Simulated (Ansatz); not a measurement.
# SnTeS monolayer, Janus: from the cell to its phonons

How does SnTeS monolayer, Janus vibrate, and is this structure a minimum?

Calculated with Ansatz 0.2.0; DFT LDA, scalar-relativistic, plane waves, PAW.

## (1) Starting point

The cell holds 3 atoms: 1 Sn, 1 S and 1 Te. Its edges and angles: a = 3.800 Å, b = 3.800 Å, c = 20.000 Å, α = 90.0°, β = 90.0°, γ = 120.0°. Vacuum lies along c.

## (2) Rough relaxation

A rough relaxation comes first, because large forces or stress need no tight tolerances yet.

The program solves this slab on a cell height of its own, 30.0 Å, in place of the one typed.

Contents of input.yaml:

```yaml
crystal:
  lattice:
    - [3.8, 0.0, 0.0]
    - [-1.9, 3.2909, 0.0]
    - [0.0, 0.0, 20.0]
  atoms:
    - { symbol: Sn, position: [0.0, 0.0, 0.5] }
    - { symbol: S, position: [0.333333, 0.666667, 0.575] }
    - { symbol: Te, position: [0.666667, 0.333333, 0.42] }
  periodic: [true, true, false]
kpoints:
  mp_grid: { grid: [6, 6, 1] }
hamiltonian:
  xc: lda
scf:
  occupations: { method: gaussian, width: 0.1 }
output:
  forces: true
  stress: true
  eigenvalues: true
relax:
  adjacent_minimum: "off"
  f_tol: 0.05
  max_steps: 80
  cell: { stress_2d_tol: 0.02 }
```

Started as:

```console
$ ansatz run input.yaml --threads 8 --pin off --max-ram 14336MiB --backend cpu --events-out ev --progress --plain --runs-dir out
```

Numbers of over 12 decimals in the logs are rounded to 6 here.

What it wrote:

```text
[...]
F+E_penalty+E_count = -13576.56717466 eV   max|allowed force component| = 2.732e-3 eV/Å   (the final SCF, on the basis selected at the relaxed cell)
  cell:  # Å, volume = 374.5234 Å³
    - [3.796764, 0, 0]
    - [-1.898382, 3.288094, 0]
    - [0, 0, 30.0]
  atoms:
    - { symbol: Sn, position: [4.1651439914100485e-18, 0, 0.337449] }
    - { symbol: S, position: [0.333333, 0.666667, 0.384295] }
    - { symbol: Te, position: [0.666667, 0.333333, 0.274923] }
[key lines of the parts left out:]
SCF converged after 6 iterations
Free energy (F): -13576.567175 eV
Fermi energy:    -5.240938 eV
P = ½ c Tr σ = -0.0167 N/m
```

Run time: 7 s. Hardware: 8 threads of Arm Neoverse V2, shared host; peak memory 0.73 GiB; 48 s of CPU time.

Step by step:

```
step  energy less that of the first step (eV)  largest force component (eV/Å)  volume (Å³)
   1                                   0.0000                          2.5704       375.16
   2                                  -0.2623                          0.8437       379.02
   3                                  -0.2995                          0.3485       373.56
   4                                  -0.3120                          0.1560       374.42
   5                                  -0.3129                          0.0327       374.53
   6                                  -0.3129                          0.0027       374.52
  7*                                  -0.3129                          0.0027       374.52
```

Relaxation steps marked * repeat the geometry before them on a plane-wave basis chosen anew for their cell, so energy and pressure can jump there.

The run keeps the 6 symmetry operations that it works with, so distortions that break them were not tested.

```
cell as run  before  after  change
      a (Å)   3.800  3.797  -0.1 %
      b (Å)   3.800  3.797  -0.1 %
```

The atoms that moved most (Å, along periodic axes as changes of fractional coordinates times the final cell, across vacuum about the mean position):

```
atom     dx     dy      dz  length
 Te3  0.000  0.000  -0.152   0.152
 Sn1  0.000  0.000   0.123   0.123
  S2  0.000  0.000   0.029   0.029
```

Final coordinates:

```xyz
3
Lattice="3.7968 0.0000 0.0000 -1.8984 3.2881 0.0000 0.0000 0.0000 30.0000" Properties=species:S:1:pos:R:3
Sn    0.0000    0.0000   10.1235
S     0.0000    2.1921   11.5289
Te    1.8984    1.0960    8.2477
```

Numbers from this step:

```yaml
gap_on_the_k_mesh: 0 eV
area_per_atom: 4.161 Å²
```

The relaxation ends with a largest force component of 0.0027 eV/Å.

## (3) Bringing the structure to rest

The cell and atoms are relaxed, since residual forces and stress would shift the frequencies.

Contents of input.yaml:

```yaml
crystal:
  lattice:
    - [3.7967636539, 0.0, 0.0]
    - [-1.8983818269, 3.2880937764, 0.0]
    - [0.0, 0.0, 30.0]
  atoms:
    - { symbol: Sn, position: [0.0, 0.0, 0.3374487422] }
    - { symbol: S, position: [0.3333333333, 0.6666666667, 0.384295354] }
    - { symbol: Te, position: [0.6666666667, 0.3333333333, 0.2749225705] }
  periodic: [true, true, false]
kpoints:
  mp_grid: { grid: [12, 12, 1] }
hamiltonian:
  xc: lda
scf:
  occupations: { method: gaussian, width: 0.1 }
output:
  forces: true
  stress: true
  eigenvalues: true
  write_density: true
  write_potential: true
  elf: true
  volumetric_format: npy
relax:
  adjacent_minimum: "off"
  f_tol: 0.005
  max_steps: 80
  cell: { stress_2d_tol: 0.02 }
```

What it wrote:

```text
[...]
Crystal: 3 atoms, lattice volume = 374.523 Å³
Basis set: ecut = 420 eV, 7301 PW (Γ)
Bands: 22, of which v1, the nominal top of the filled ones, is band 18 counted from 1 (17 counted from 0)
Symmetry: 6 space group operations
[...]
k-points: 19 of 144 (time reversal used)
[...]
SCF iter   1: F=—  HF=-13576.599206 eV  |F-HF|=—  |Δ(HF+E_count)|=         —  Δρ=4.16e-3  dr2=3.44e-1  ethr=1.77e-3  ⟨swp⟩=15.3  Hψ=3558  notcnv=0
[...]
SCF iter   7: F=-13576.563968 eV  HF=-13576.563968 eV  |F-HF|=4.71e-8  |Δ(HF+E_count)|=   3.76e-7  Δρ=3.11e-6  dr2=4.01e-8  ethr=2.78e-10  ⟨swp⟩=21.9  Hψ=4783  notcnv=0
SCF 1 converged in 7 iterations: F = -13576.563968 eV  dr2 = 4.01e-8
[...]
relax step   1: F+E_penalty+E_count = -13576.56396803 eV  Δ(F+E_penalty+E_count) = +0.000e0 eV  max|allowed force component| = 3.422e-2 eV/Å  Δτ_max = 0.0000 Å  P = -0.056 N/m  Ω = 374.523 Å³  fix = [c, alpha, beta]  reactions: c -0.000 N/m  (7 SCF iters, dr2 threshold 1.00e-7 eV, accepted)
Crystal: 3 atoms, lattice volume = 373.420 Å³
[...]
SCF iter   5: F=-13576.564198 eV  HF=-13576.564198 eV  |F-HF|=1.23e-8  |Δ(HF+E_count)|=   8.68e-8  Δρ=2.15e-6  dr2=2.93e-8  ethr=2.03e-10  ⟨swp⟩=18.7  Hψ=4434  notcnv=0
SCF 2 converged in 5 iterations: F = -13576.564198 eV  dr2 = 2.93e-8
relax step   2: F+E_penalty+E_count = -13576.56419826 eV  Δ(F+E_penalty+E_count) = -2.302e-4 eV  max|allowed force component| = 4.233e-2 eV/Å  Δτ_max = 0.0106 Å  P = -0.075 N/m  Ω = 373.420 Å³  energy of the carried Pulay correction = +6.281e-5 eV  fix = [c, alpha, beta]  reactions: c -0.000 N/m  (5 SCF iters, dr2 threshold 7.32e-8 eV, accepted)
Crystal: 3 atoms, lattice volume = 373.476 Å³
[...]
SCF iter   5: F=-13576.564298 eV  HF=-13576.564298 eV  |F-HF|=3.49e-9  |Δ(HF+E_count)|=   1.30e-8  Δρ=7.23e-7  dr2=5.81e-9  ethr=3.11e-10  ⟨swp⟩=17.0  Hψ=4087  notcnv=0
SCF 3 converged in 5 iterations: F = -13576.564298 eV  dr2 = 5.81e-9
relax step   3: F+E_penalty+E_count = -13576.56429773 eV  Δ(F+E_penalty+E_count) = -9.947e-5 eV  max|allowed force component| = 1.167e-2 eV/Å  Δτ_max = 0.0030 Å  P = -0.036 N/m  Ω = 373.476 Å³  energy of the carried Pulay correction = +5.965e-5 eV  fix = [c, alpha, beta]  reactions: c -0.000 N/m  (5 SCF iters, dr2 threshold 1.12e-7 eV, accepted)
[...]
relax step   4: F+E_penalty+E_count = -13576.56432411 eV  Δ(F+E_penalty+E_count) = -2.638e-5 eV  max|allowed force component| = 2.262e-3 eV/Å  Δτ_max = 0.0005 Å  P = -0.008 N/m  Ω = 373.280 Å³  energy of the carried Pulay correction = +7.079e-5 eV  fix = [c, alpha, beta]  reactions: c -0.000 N/m  (5 SCF iters, dr2 threshold 8.51e-9 eV, accepted)
[...]
SCF iter   6: F=-13576.564249 eV  HF=-13576.564249 eV  |F-HF|=1.46e-11  |Δ(HF+E_count)|=  1.82e-12  Δρ=1.58e-8  dr2=1.58e-12  ethr=1.00e-12  ⟨swp⟩=13.9  Hψ=3416  notcnv=0
SCF 5 converged in 6 iterations: F = -13576.564249 eV  dr2 = 1.58e-12
relax step   5: F+E_penalty+E_count = -13576.56424869 eV  Δ(F+E_penalty+E_count) = +7.542e-5 eV  max|allowed force component| = 2.237e-3 eV/Å  Δτ_max = 0.0000 Å  P = -0.008 N/m  Ω = 373.280 Å³  fix = [c, alpha, beta]  reactions: c -0.000 N/m  stress off target by 8.35e-3 N/m on what of the cell is left free  SCF on the basis re-selected at this cell (its energy is not comparable with the rows above)  (6 SCF iters)
[...]
WARN: The output density's exchange-correlation potential varies sharply where the density is thin. Do not read a vacuum level from v_tot or v_xc, or from such a field of the output density. On a cell that repeats whose density bears no net charge and no dipole along the vacuum's axis use v_es (v_loc + v_h of the components); under efield.dipole_correction with no amplitude use v_es + v_field, which holds any externa [...]
SCF converged after 6 iterations
Free energy (F): -13576.564249 eV
[...]
Internal energy: -13576.556338 eV  (E = F + TS)
E sigma→0 (E₀):  -13576.560293 eV
Entropy (-TS):   -0.007911 eV (-2.637 meV/atom)
Fermi energy:    -5.282772 eV
[...]
--- Forces (eV/Å), atoms counted from 1 ---
  atom   1  Sn     0.00000000     0.00000000     0.00249687
  atom   2  S     -0.00000000     0.00000000    -0.00070501
  atom   3  Te    -0.00000000     0.00000000    -0.00101081
  max |Σ_I F_I| component: 7.81e-4 eV/Å
--- 2D stress c σ (N/m, compression-positive) ---
       -0.008349      -0.000000       0.000000
       -0.000000      -0.008349      -0.000000
        0.000000      -0.000000      -0.000000
  P = ½ c Tr σ = -0.0083 N/m
--- Band table (eV; the first three rows and the last of 19) ---
  k-point 0: bands = [... 14 lower, -7.2251, -7.2251, -4.9525, -4.9525, -4.7739, -2.2810, -1.5980, -1.5980]
  k-point 1: bands = [... 14 lower, -7.4543, -7.3367, -5.6431, -5.0500, -4.3789, -2.0634 (-2.0634°), -1.6143, -1.4287]
  k-point 2: bands = [... 14 lower, -7.6167, -7.3750, -6.7601, -5.2850, -4.0524, -2.3247, -1.0523, -1.0244]
  k-point 18: bands = [... 14 lower, -9.5882, -9.5266, -7.3026, -6.7891, -4.7239, -1.5547, -0.9720, -0.2287]
  ° read free of the cell's end (the report's vacuum.weakly_bound_levels)
--- Relaxed structure (4 steps of the walk, 4 accepted, 1 SCFs on fresh bases) ---
[...]
cell:  # Å, volume = 373.2801 Å³
    - [3.790456, -2.8819448713003798e-11, 0]
    - [-1.895228, 3.282631, 0]
    - [0, 0, 30.0]
  atoms:
    - { symbol: Sn, position: [0, 0, 0.337543] }
    - { symbol: S, position: [0.333333, 0.666667, 0.384469] }
    - { symbol: Te, position: [0.666667, 0.333333, 0.274655] }
```

It took 13 s on 8 threads; peak memory 0.87 GiB; 91 s of CPU time.

Relaxation path:

```
step  energy less that of the first step (eV)  largest force component (eV/Å)  volume (Å³)
   1                                   0.0000                          0.0342       374.52
   2                                  -0.0002                          0.0423       373.42
   3                                  -0.0003                          0.0117       373.48
   4                                  -0.0004                          0.0023       373.28
  5*                                  -0.0003                          0.0022       373.28
```

Relaxation steps marked * repeat the geometry before them on a plane-wave basis chosen anew for their cell, so energy and pressure can jump there.

Forces are held to the 6 operations that the run works with; a distortion that breaks them can't arise in this run.

```
cell as run  before  after  change
      a (Å)   3.797  3.790  -0.2 %
      b (Å)   3.797  3.790  -0.2 %
```

Final coordinates:

```
Sn S Te
1.0
     3.79046    0.00000    0.00000
    -1.89523    3.28263    0.00000
     0.00000    0.00000   30.00000
Sn S Te
1 1 1
Direct
  0.00000 0.00000 0.33754
  0.33333 0.66667 0.38447
  0.66667 0.33333 0.27465
```

This step gave:

- area per atom: 4.148 Å²

Electrostatic potential energy in the ac plane at fractional y = 0.000, with atoms of Sn within 0.2 Å of it. With pseudopotentials it is smooth inside the atoms' cores, unlike the true potential.

Values in eV, 24 rows by 14 columns, each cell a mean:
```
  0   0   0   0   0   0   0   0   0   0   0   0   0   0
  0   0   0   0   0   0   0   0   0   0   0   0   0   0
  0   0   0   0   0   0   0   0   0   0   0   0   0   0
  0   0   0   0   0   0   0   0   0   0   0   0   0   0
  0   0   0   0   0   0   0   0   0   0   0   0   0   0
  0   0   0   0   0   0   0   0   0   0   0   0   0   0
  0   0   0   0   0   0   0   0   0   0   0   0   0   0
  0   0   0   0   0   0   0   0   0   0   0   0   0   0
  0   0   0   0   0   0   0   0   0   0   0   0   0   0
  0   0   0   0   0   0   0   0   0   0   0   0   0   0
  0   0   0   0   0   0   0   0   0   0   0   0   0   0
  0   0   0   0   0   0   0   0   0   0   0   0   0   0
  0   0   0   0   0   0   0   0   0   0   0   0   0   0
  0   0   0   0   0   0   0   0   0   0   0   0   0   0
 -5  -4  -4  -3  -3  -4  -5  -5  -5  -4  -3  -3  -4  -4
 -4  -5 -11 -12  -9  -6  -4  -4  -4  -7 -10 -12  -9  -5
 -8  -8 -10  -9  -7  -6  -5  -5  -5  -6  -8 -10  -9  -8
 -2  -2  -3  -4  -5  -8 -10 -11 -10  -7  -5  -3  -2  -2
 -1  -1  -1  -1  -1  -2  -2  -2  -2  -1  -1  -1  -1  -1
  0   0   0   0   0   0   0   0   0   0   0   0   0   0
  0   0   0   0   0   0   0   0   0   0   0   0   0   0
  0   0   0   0   0   0   0   0   0   0   0   0   0   0
  0   0   0   0   0   0   0   0   0   0   0   0   0   0
  0   0   0   0   0   0   0   0   0   0   0   0   0   0
```
Columns run along a (3.8 Å; values clipped at the 3rd and 97th percentile), rows up along c (30.0 Å). Atoms in or near the plane, at fractional coordinates: Sn at (0.00, 0.34).

ELF in the ac plane at fractional y = 0.000, with atoms of Sn within 0.2 Å of it. It is the smooth field of the valence electrons, not physical close to the nuclei.

Values, 24 rows by 14 columns, each cell a mean:
```
0.00 0.00 0.00 0.00 0.00 0.00 0.00 0.00 0.00 0.00 0.00 0.00 0.00 0.00
0.00 0.00 0.00 0.00 0.00 0.00 0.00 0.00 0.00 0.00 0.00 0.00 0.00 0.00
0.00 0.00 0.00 0.00 0.00 0.00 0.00 0.00 0.00 0.00 0.00 0.00 0.00 0.00
0.00 0.00 0.00 0.00 0.00 0.00 0.00 0.00 0.00 0.00 0.00 0.00 0.00 0.00
0.00 0.00 0.00 0.00 0.00 0.00 0.00 0.00 0.00 0.00 0.00 0.00 0.00 0.00
0.00 0.00 0.00 0.00 0.00 0.00 0.00 0.00 0.00 0.00 0.00 0.00 0.00 0.00
0.00 0.00 0.00 0.00 0.00 0.00 0.00 0.00 0.00 0.00 0.00 0.00 0.00 0.00
0.00 0.00 0.00 0.00 0.00 0.00 0.00 0.00 0.00 0.00 0.00 0.00 0.00 0.00
0.00 0.00 0.00 0.00 0.00 0.00 0.00 0.00 0.00 0.00 0.00 0.00 0.00 0.00
0.00 0.00 0.00 0.00 0.00 0.00 0.00 0.00 0.00 0.00 0.00 0.00 0.00 0.00
0.00 0.00 0.00 0.00 0.00 0.00 0.00 0.00 0.00 0.00 0.00 0.00 0.00 0.00
0.00 0.00 0.00 0.00 0.00 0.00 0.00 0.00 0.00 0.00 0.00 0.00 0.00 0.00
0.00 0.00 0.00 0.00 0.01 0.01 0.02 0.02 0.01 0.01 0.00 0.00 0.00 0.00
0.01 0.01 0.02 0.07 0.15 0.26 0.35 0.37 0.33 0.23 0.13 0.05 0.02 0.01
0.11 0.12 0.16 0.29 0.47 0.63 0.70 0.72 0.69 0.60 0.43 0.23 0.14 0.12
0.10 0.12 0.20 0.28 0.31 0.34 0.33 0.33 0.34 0.34 0.30 0.26 0.17 0.11
0.20 0.22 0.28 0.35 0.41 0.44 0.41 0.40 0.42 0.44 0.40 0.33 0.26 0.21
0.07 0.10 0.19 0.40 0.56 0.62 0.61 0.61 0.62 0.62 0.54 0.33 0.16 0.09
0.02 0.03 0.06 0.16 0.29 0.42 0.49 0.51 0.48 0.39 0.26 0.12 0.05 0.02
0.00 0.00 0.00 0.01 0.02 0.03 0.04 0.05 0.04 0.03 0.02 0.01 0.00 0.00
0.00 0.00 0.00 0.00 0.00 0.00 0.00 0.00 0.00 0.00 0.00 0.00 0.00 0.00
0.00 0.00 0.00 0.00 0.00 0.00 0.00 0.00 0.00 0.00 0.00 0.00 0.00 0.00
0.00 0.00 0.00 0.00 0.00 0.00 0.00 0.00 0.00 0.00 0.00 0.00 0.00 0.00
0.00 0.00 0.00 0.00 0.00 0.00 0.00 0.00 0.00 0.00 0.00 0.00 0.00 0.00
```
Columns run along a (3.8 Å), rows up along c (30.0 Å). Atoms in or near the plane, at fractional coordinates: Sn at (0.00, 0.34).

Valence density in the ac plane at fractional y = 0.000, with atoms of Sn within 0.2 Å of it. It is the smooth field of the valence electrons, not physical close to the nuclei.

Ten steps, logarithmic in the rise over the least value, from '_' (0.00 × 1e0 e/Å³) to '@' (8.00 × 1e0 e/Å³), each cell a mean:
```
____________________________
____________________________
____________________________
____________________________
____________________________
____________________________
____________________________
____________________________
____________________________
____________________________
____________________________
____________________________
____________________________
____________________________
........::::----::::::......
@@@@##==--::::::::::--++##@@
##**++----::::::::::--==++##
......::::----------::......
__________..........________
____________________________
____________________________
____________________________
____________________________
____________________________
```
Columns run along a (3.8 Å), rows up along c (30.0 Å). Atoms in or near the plane, at fractional coordinates: Sn at (0.00, 0.34).

(Part 1 of 3 ends here.)

[Logs are printed without paths, hosts, clocks, repeated set-up lines and the standing remarks that a program may print on its own settings, such as how far it seeks lower states.]

[Hosts, paths, dates, database ids (printed as entryN), source tags and the programs' standing remarks are cut or masked in the printed files.]
